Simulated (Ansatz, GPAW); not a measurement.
# A 13-layer slab of Nb(111): work function by functional and basis, part 2 of 2

Wanted: work functions and dipole of a 13-layer slab of Nb(111), with the cost of each level.

GPAW 26.7.0 and Ansatz 0.2.0; Ansatz plane waves; slab in vacuum with a dipole correction, relaxation (the session's first sound run).

So far, upper work function (eV): step 2 (relaxing the atoms, PBE) 3.80; step 5 (OptPBE vdW: xc = "optPBE-vdW", GPAW, PAW setups, GPAW) 4.02; step 6 (self-consistent run: xc = "LDA") 4.07; step 7 (self-consistent run: xc = "revPBE") 3.67; step 8 (self-consistent run: xc = "vdW-DF2", GPAW, PAW setups, GPAW) 4.17.

## (9) Real-space grid: mode = "fd"

A real-space grid is a second complete basis, so it checks the plane-wave result.

run.py reads:

```python
import json
import numpy as np
from ase import Atoms
from gpaw import GPAW

slab = Atoms(
    ['Nb', 'Nb', 'Nb', 'Nb', 'Nb', 'Nb', 'Nb', 'Nb', 'Nb', 'Nb', 'Nb', 'Nb', 'Nb'],
    positions=[
        [0.00000, 0.00000, 7.00000],
        [2.33345, 1.34722, 7.95263],
        [4.66690, 2.69444, 8.90526],
        [0.00000, 0.00000, 9.85788],
        [2.33345, 1.34722, 10.81051],
        [4.66690, 2.69444, 11.76314],
        [0.00000, 0.00000, 12.73969],
        [2.33345, 1.34722, 13.68280],
        [4.66690, 2.69444, 14.64169],
        [-0.00000, 0.00000, 15.54767],
        [2.33345, 1.34722, 16.62663],
        [4.66690, 2.69444, 17.44720],
        [-0.00000, 0.00000, 18.13491]],
    cell=[[4.6669, 0.0, 0.0], [2.33345, 4.04166, 0.0], [0.0, 0.0, 25.43154]],
    pbc=[True, True, False])

slab.calc = GPAW(mode='fd', h=0.18, xc='PBE', kpts={'size': (8, 8, 1), 'gamma': True},
                 occupations={'name': 'fermi-dirac', 'width': 0.1}, nbands='160%',
                 convergence={'density': 1e-05}, maxiter=200,
                 poissonsolver={'dipolelayer': 'xy'},
                 symmetry={'tolerance': 1e-3}, txt='slab.txt')
result = {}
energy = slab.get_potential_energy()
fermi = slab.calc.get_fermi_level()
v = slab.calc.get_electrostatic_potential().mean((0, 1)) - fermi
n = slab.calc.get_pseudo_density().mean((0, 1))
L = slab.cell[2, 2]
z = np.arange(len(v)) * L / len(v)
low, high = slab.positions[:, 2].min(), slab.positions[:, 2].max()
below, above = np.interp([low - 4.8, high + 4.8], z, v)
slopes = [np.interp(x, z, np.gradient(v, z)) for x in (low - 4.8, high + 4.8)]
eps = np.array([[slab.calc.get_eigenvalues(k, s) for k in range(len(slab.calc.get_ibz_k_points()))]
                for s in range(slab.calc.get_number_of_spins())]) - fermi
top, bottom = eps[eps < 0].max(), eps[eps > 0].min()
dipole = slab.get_dipole_moment()[2]
print(f'energy {energy:.4f} eV, Fermi level {fermi:.4f} eV, dipole {dipole:.5f} e A')
print(f'potential 4.8 A off the faces, from the Fermi level: lower {below:.4f} eV, upper {above:.4f} eV')
print(f'slope of the potential there: lower {slopes[0]:.5f}, upper {slopes[1]:.5f} eV/A')
print(f'nearest levels on the mesh: {top:.4f} and {bottom:.4f} eV')
print('magnetic moment', round(slab.get_magnetic_moment(), 3))
result.update(energy=energy, fermi=fermi, dipole=dipole, below=below, above=above, slopes=slopes, edges=[top, bottom],
              z=z.tolist(), v=v.tolist(), n=n.tolist(), positions=slab.positions.tolist(),
              forces=slab.get_forces(apply_constraint=False).tolist(), moments=slab.get_magnetic_moments().tolist())
json.dump(result, open('result.json', 'w'))
```

On the command line:

```console
$ OMP_NUM_THREADS=1 OPENBLAS_NUM_THREADS=1 python run.py
```

It took 68 min on 1 thread of AMD EPYC 7R43, shared host; peak memory 3 GiB.

Numbers from this step:

```
dipole along the normal                    : -0.04239 e·Å
levels nearest the Fermi level on the mesh : -0.002337, 0.01834 eV from the Fermi level
upper work function                        : 3.800 eV
lower work function                        : 3.394 eV
```

Electrostatic potential energy of an electron (without an applied field's), less the Fermi level, planar mean against z:

| z (Å) | electrostatic potential energy of an electron (without an applied field's), less the Fermi level, planar mean (eV) |
| --- | --- |
| 0.0 | 3.60 |
| 0.5 | 3.39 |
| 1.0 | 3.39 |
| 1.5 | 3.39 |
| 2.0 | 3.39 |
| 2.5 | 3.39 |
| 3.0 | 3.39 |
| 3.5 | 3.38 |
| 4.0 | 3.36 |
| 4.5 | 3.30 |
| 5.0 | 3.12 |
| 5.5 | 2.59 |
| 6.0 | 1.02 |
| 6.5 | -3.82 |
| 7.0 | -10.4 |
| 7.5 | -10.7 |
| 8.0 | -12.0 |
| 8.5 | -10.8 |
| 9.0 | -12.0 |
| 9.5 | -11.0 |
| 10.0 | -11.8 |
| 10.5 | -11.1 |
| 11.0 | -11.6 |
| 11.5 | -11.3 |
| 12.0 | -11.2 |
| 12.5 | -11.2 |
| 13.0 | -11.4 |
| 13.5 | -11.7 |
| 14.0 | -11.1 |
| 14.5 | -11.9 |
| 15.0 | -11.5 |
| 15.5 | -11.7 |
| 16.0 | -9.26 |
| 16.5 | -11.7 |
| 17.0 | -13.3 |
| 17.5 | -15.3 |
| 18.0 | -14.0 |
| 18.5 | -6.82 |
| 19.0 | 0.0973 |
| 19.5 | 2.56 |
| 20.0 | 3.38 |
| 20.5 | 3.66 |
| 21.0 | 3.75 |
| 21.5 | 3.79 |
| 22.0 | 3.80 |
| 22.5 | 3.80 |
| 23.0 | 3.80 |
| 23.5 | 3.80 |
| 24.0 | 3.80 |
| 24.5 | 3.80 |
| 25.0 | 3.80 |

The upper face's work function is 3.800 eV, against 3.801 eV in the first plane-wave PBE run at this geometry.

## (10) All levels side by side

Times are for 1 thread of AMD EPYC 7R43, shared host. The series side by side:

| no. | run | upper work function (eV) | lower work function (eV) | time | memory (GiB) |
| --- | --- | --- | --- | --- | --- |
| 1 | pw | 3.801 | 3.396 | 16 min | 0.53 |
| 2 | RPBE | 3.657 | 3.246 | 15 min | 0.53 |
| 3 | optPBE vdW | 4.016 | 3.642 | 16 min | 0.88 |
| 4 | LDA | 4.073 | 3.674 | 15 min | 0.52 |
| 5 | revPBE | 3.674 | 3.260 | 14 min | 0.53 |
| 6 | vdW DF2 | 4.175 | 3.850 | 15 min | 0.86 |
| 7 | fd | 3.800 | 3.394 | 68 min | 3.0 |

## (11) A second plane-wave code

A second program with its own datasets checks the number independently.

This step: Ansatz plane waves; slab in vacuum with a dipole correction (Ansatz 0.2.0).

input.yaml reads:

```yaml
crystal:
  lattice:
    - [4.6669047558, 0.0, 0.0]
    - [2.3334523779, 4.0416580756, 0.0]
    - [0.0, 0.0, 25.43153533]
  atoms:
    - { symbol: Nb, position: [0.0, 0.0, 0.2752488164] }
    - { symbol: Nb, position: [0.3333333333, 0.3333333333, 0.312707347] }
    - { symbol: Nb, position: [0.6666666667, 0.6666666667, 0.3501658776] }
    - { symbol: Nb, position: [0.0, 0.0, 0.3876244082] }
    - { symbol: Nb, position: [0.3333333333, 0.3333333333, 0.4250829388] }
    - { symbol: Nb, position: [0.6666666667, 0.6666666667, 0.4625414694] }
    - { symbol: Nb, position: [0.0, 0.0, 0.5009408148] }
    - { symbol: Nb, position: [0.3333333333, 0.3333333333, 0.5380248111] }
    - { symbol: Nb, position: [0.6666666667, 0.6666666667, 0.5757298332] }
    - { symbol: Nb, position: [0.0, 0.0, 0.6113541353] }
    - { symbol: Nb, position: [0.3333333333, 0.3333333333, 0.653780215] }
    - { symbol: Nb, position: [0.6666666667, 0.6666666667, 0.6860457216] }
    - { symbol: Nb, position: [0.0, 0.0, 0.713087517] }
kpoints:
  mp_grid: { grid: [8, 8, 1] }
hamiltonian:
  xc: pbe
scf:
  occupations: { method: fermi_dirac, width: 0.1 }
efield:
  axis: 3
  dipole_correction: true
  ramp_width: 0.05
output:
  forces: true
  write_potential: true
  write_density: true
  volumetric_format: npy
```

On the command line:

```console
$ ansatz run input.yaml --threads 4 --pin off --max-ram 8192MiB --backend cpu --events-out ev --progress --plain --runs-dir out
```

The job ended after 17 s (4 threads; peak memory 1.4 GiB).

Numbers from this step:

| Item | Value |
| --- | --- |
| lower work function | 3.397 eV |
| dipole along the normal | -0.04197 e·Å |
| dipole field | -0.01583 V/Å |

The electrostatic potential energy of an electron (with the applied field's), less the Fermi level, planar mean by z:

| z (Å) | electrostatic potential energy of an electron (with the applied field's), less the Fermi level, planar mean (eV) |
| --- | --- |
| 0.0 | 3.55 |
| 0.5 | 3.40 |
| 1.0 | 3.40 |
| 1.5 | 3.40 |
| 2.0 | 3.39 |
| 2.5 | 3.39 |
| 3.0 | 3.39 |
| 3.5 | 3.38 |
| 4.0 | 3.36 |
| 4.5 | 3.30 |
| 5.0 | 3.11 |
| 5.5 | 2.59 |
| 6.0 | 0.955 |
| 6.5 | -4.05 |
| 7.0 | -9.05 |
| 7.5 | -11.0 |
| 8.0 | -10.8 |
| 8.5 | -11.1 |
| 9.0 | -10.9 |
| 9.5 | -11.1 |
| 10.0 | -10.9 |
| 10.5 | -11.0 |
| 11.0 | -10.9 |
| 11.5 | -10.9 |
| 12.0 | -10.7 |
| 12.5 | -10.7 |
| 13.0 | -11.0 |
| 13.5 | -11.0 |
| 14.0 | -11.1 |
| 14.5 | -11.0 |
| 15.0 | -11.5 |
| 15.5 | -10.6 |
| 16.0 | -9.71 |
| 16.5 | -10.6 |
| 17.0 | -13.2 |
| 17.5 | -14.4 |
| 18.0 | -13.1 |
| 18.5 | -6.67 |
| 19.0 | -0.0882 |
| 19.5 | 2.57 |
| 20.0 | 3.38 |
| 20.5 | 3.66 |
| 21.0 | 3.75 |
| 21.5 | 3.79 |
| 22.0 | 3.80 |
| 22.5 | 3.80 |
| 23.0 | 3.80 |
| 23.5 | 3.80 |
| 24.0 | 3.80 |
| 24.5 | 3.80 |
| 25.0 | 3.69 |

Valence density, planar mean against z:

| z (Å) | valence density, planar mean (e/Å³) |
| --- | --- |
| 2.5 | 3.4e-5 |
| 3.0 | 9.9e-5 |
| 3.5 | 2.9e-4 |
| 4.0 | 8.4e-4 |
| 4.5 | 0.00241 |
| 5.0 | 0.00701 |
| 5.5 | 0.0204 |
| 6.0 | 0.0749 |
| 6.5 | 0.348 |
| 7.0 | 0.622 |
| 7.5 | 0.704 |
| 8.0 | 0.713 |
| 8.5 | 0.735 |
| 9.0 | 0.715 |
| 9.5 | 0.727 |
| 10.0 | 0.721 |
| 10.5 | 0.727 |
| 11.0 | 0.720 |
| 11.5 | 0.722 |
| 12.0 | 0.711 |
| 12.5 | 0.711 |
| 13.0 | 0.728 |
| 13.5 | 0.725 |
| 14.0 | 0.726 |
| 14.5 | 0.723 |
| 15.0 | 0.756 |
| 15.5 | 0.714 |
| 16.0 | 0.645 |
| 16.5 | 0.717 |
| 17.0 | 0.852 |
| 17.5 | 0.866 |
| 18.0 | 0.827 |
| 18.5 | 0.486 |
| 19.0 | 0.127 |
| 19.5 | 0.0321 |
| 20.0 | 0.0110 |
| 20.5 | 0.00371 |
| 21.0 | 0.00126 |
| 21.5 | 4.2e-4 |
| 22.0 | 1.4e-4 |
| 22.5 | 4.7e-5 |

Force by atom:

| atom | x (eV/Å) | y (eV/Å) | z (eV/Å) | size |
| --- | --- | --- | --- | --- |
| Nb1 | 0.00 | 0.00 | 1.72 | 1.72 |
| Nb2 | 0.00 | 0.00 | 0.11 | 0.11 |
| Nb3 | 0.00 | 0.00 | -1.21 | 1.21 |
| Nb4 | 0.00 | 0.00 | -0.59 | 0.59 |
| Nb5 | 0.00 | 0.00 | -0.32 | 0.32 |
| Nb6 | 0.00 | 0.00 | 0.28 | 0.28 |
| Nb7 | 0.00 | 0.00 | -0.02 | 0.02 |
| Nb8 | 0.00 | 0.00 | 0.00 | 0.00 |
| Nb9 | 0.00 | 0.00 | 0.02 | 0.02 |
| Nb10 | 0.00 | 0.00 | 0.00 | 0.00 |
| Nb11 | 0.00 | 0.00 | -0.01 | 0.01 |
| Nb12 | 0.00 | 0.00 | 0.01 | 0.01 |
| Nb13 | 0.00 | 0.00 | 0.00 | 0.00 |

The upper face's work function is 3.800 eV, against 3.801 eV in the first plane-wave PBE run at this geometry.

## (12) Side by side

Results and costs are gathered.

This step: comparison of work functions, dipole and cost (GPAW 26.7.0).

Ladder, by row:

| step | code | work function, upper (eV) | work function, lower (eV) | dipole (e Å) | wall time (s) | peak memory (GiB) | threads |
| --- | --- | --- | --- | --- | --- | --- | --- |
| pw | GPAW | 3.801 | 3.396 | -0.04234 | 942.8 | 0.53 | 1 |
| RPBE | GPAW | 3.657 | 3.246 | -0.04285 | 892.9 | 0.53 | 1 |
| optPBE-vdW | GPAW | 4.016 | 3.642 | -0.03906 | 978.9 | 0.88 | 1 |
| LDA | GPAW | 4.073 | 3.674 | -0.04165 | 920 | 0.52 | 1 |
| revPBE | GPAW | 3.674 | 3.26 | -0.04318 | 842.4 | 0.53 | 1 |
| vdW-DF2 | GPAW | 4.175 | 3.85 | -0.03388 | 880.1 | 0.86 | 1 |
| fd | GPAW | 3.8 | 3.394 | -0.04239 | 4076 | 3.03 | 1 |
| ansatz | Ansatz | 3.8 | 3.397 | -0.04197 | 17.46 | 1.393 | 4 |

## (13) Results

```
work function, upper and lower face : 3.801 and 3.396 eV
dipole along the normal             : -0.0423 e Å
```

**Reading.** With plane waves and PBE the work function is 3.80 eV on the upper face and 3.40 eV on the lower. The two faces differ by 0.41 eV, the step that the slab's dipole makes (e p/(ε0 A) gives 0.41 eV), so the dipole layer is needed. The lowest atoms were held at bulk positions, which alone makes the faces unlike. The measured value for this face is 4.08 eV (as compiled in "Anisotropic work function of elemental crystals", 2019, arxiv:1902.07811); the relaxed upper face lies 0.28 eV under it with PBE, and LDA comes nearest (4.07 eV). Measured work functions scatter by a tenth of an eV or more between methods. Over the sound runs of the table the upper face's work function spans 3.657 (RPBE) to 4.175 eV (vdW-DF2). The two plane-wave codes differ by 0.0014 eV on the upper face. The in-plane lattice was kept as typed, which isn't the functional's own and leaves some strain; spin-orbit coupling and temperature are left out.

[Logs are printed without paths, hosts, clocks, repeated set-up lines and the standing remarks that a program may print on its own settings, such as how far it seeks lower states.]

[Hosts, paths, dates, database ids (printed as entryN), source tags and the programs' standing remarks are cut or masked in the printed files.]
